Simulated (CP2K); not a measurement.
Consider 3-borylpyridine at its PBE geometry (Å).

```xyz
13

B     2.2437   -0.4138    0.1191
C     0.7476   -0.0742    0.0763
C    -0.2062   -0.9072   -0.5488
C    -1.5486   -0.5397   -0.5524
C    -1.9100    0.6591    0.0739
N    -1.0381    1.4865    0.6823
C     0.2495    1.1098    0.6702
H     2.6481   -1.4221   -0.3887
H     3.0127    0.3289    0.6614
H     0.1186   -1.8343   -1.0243
H    -2.3087   -1.1606   -1.0259
H    -2.9558    0.9774    0.0900
H     0.9471    1.7903    1.1670
```

Method: CP2K XAS_TDP, all-electron GAPW, PBEh(45%), aug-cc-pVDZ, TDA, GW2X-corrected core level, no relativity.

Question: Where do the C K-edge lines lie, and how strong are they?

Leading lines: C2 286.08 eV, C3 286.45 eV, C4 287.28 eV, C5 286.99 eV and C7 286.92 eV. The leading line of an atom is its first one with 35 % of the strongest within 2.5 eV of its lowest line over the strength cut. Core ionisation energies at this level: C4 292.37, C5 293.24, C7 293.13, C2 291.64 and C3 292.78 eV.

The first six lines of each atom with a strength over 0.0015:

| atom | energy (eV) | states | strength, one atom | above the computed threshold |
| --- | --- | --- | --- | --- |
| C2 (bonded to B and 2 C) | 286.08 | 1 | 0.0215 |  |
|  | 288.32 | 1 | 0.0312 |  |
|  | 291.40 | 1 | 0.0023 |  |
|  | 292.18 | 1 | 0.0023 | yes |
|  | 292.37 | 1 | 0.0039 | yes |
|  | 292.66 | 1 | 0.0019 | yes |
| C3 (bonded to 2 C and H) | 286.45 | 1 | 0.0532 |  |
|  | 288.98 | 1 | 0.0026 |  |
|  | 290.75 | 1 | 0.0113 |  |
|  | 291.85 | 1 | 0.0041 |  |
|  | 292.63 | 1 | 0.0028 |  |
|  | 293.15 | 1 | 0.0056 | yes |
| C4 (bonded to 2 C and H) | 287.28 | 1 | 0.0482 |  |
|  | 290.20 | 1 | 0.0118 |  |
|  | 290.72 | 1 | 0.0032 |  |
|  | 291.55 | 1 | 0.0030 |  |
|  | 291.76 | 1 | 0.0050 |  |
|  | 292.84 | 1 | 0.0042 | yes |
| C5 (bonded to C, N and H) | 286.99 | 1 | 0.0537 |  |
|  | 291.24 | 1 | 0.0118 |  |
|  | 291.46 | 1 | 0.0067 |  |
|  | 292.29 | 1 | 0.0033 |  |
|  | 293.50 | 1 | 0.0057 | yes |
|  | 293.89 | 1 | 0.0031 | yes |
| C7 (bonded to C, N and H) | 286.92 | 1 | 0.0560 |  |
|  | 289.02 | 1 | 0.0017 |  |
|  | 291.46 | 1 | 0.0109 |  |
|  | 292.12 | 1 | 0.0043 |  |
|  | 292.94 | 1 | 0.0019 |  |
|  | 293.55 | 1 | 0.0023 | yes |

Lines are vertical, at one geometry, with no vibrational structure. GW2X ionisation energies and lines can be off by 1 to 2 eV either way, and a good line position may hide errors that cancel. These values hold no scalar relativity, about 0.1 eV for C 1s. Rydberg lines, and the discretised continuum above threshold, depend on the basis and the box.

[Banner, clock and machine lines of the logs are left out without a mark of their own.]

[Logs are printed without paths, hosts, clocks, repeated set-up lines and the standing remarks that a program may print on its own settings, such as how far it seeks lower states.]

[Hosts, paths, dates, database ids (printed as entryN), source tags and the programs' standing remarks are cut or masked in the printed files.]
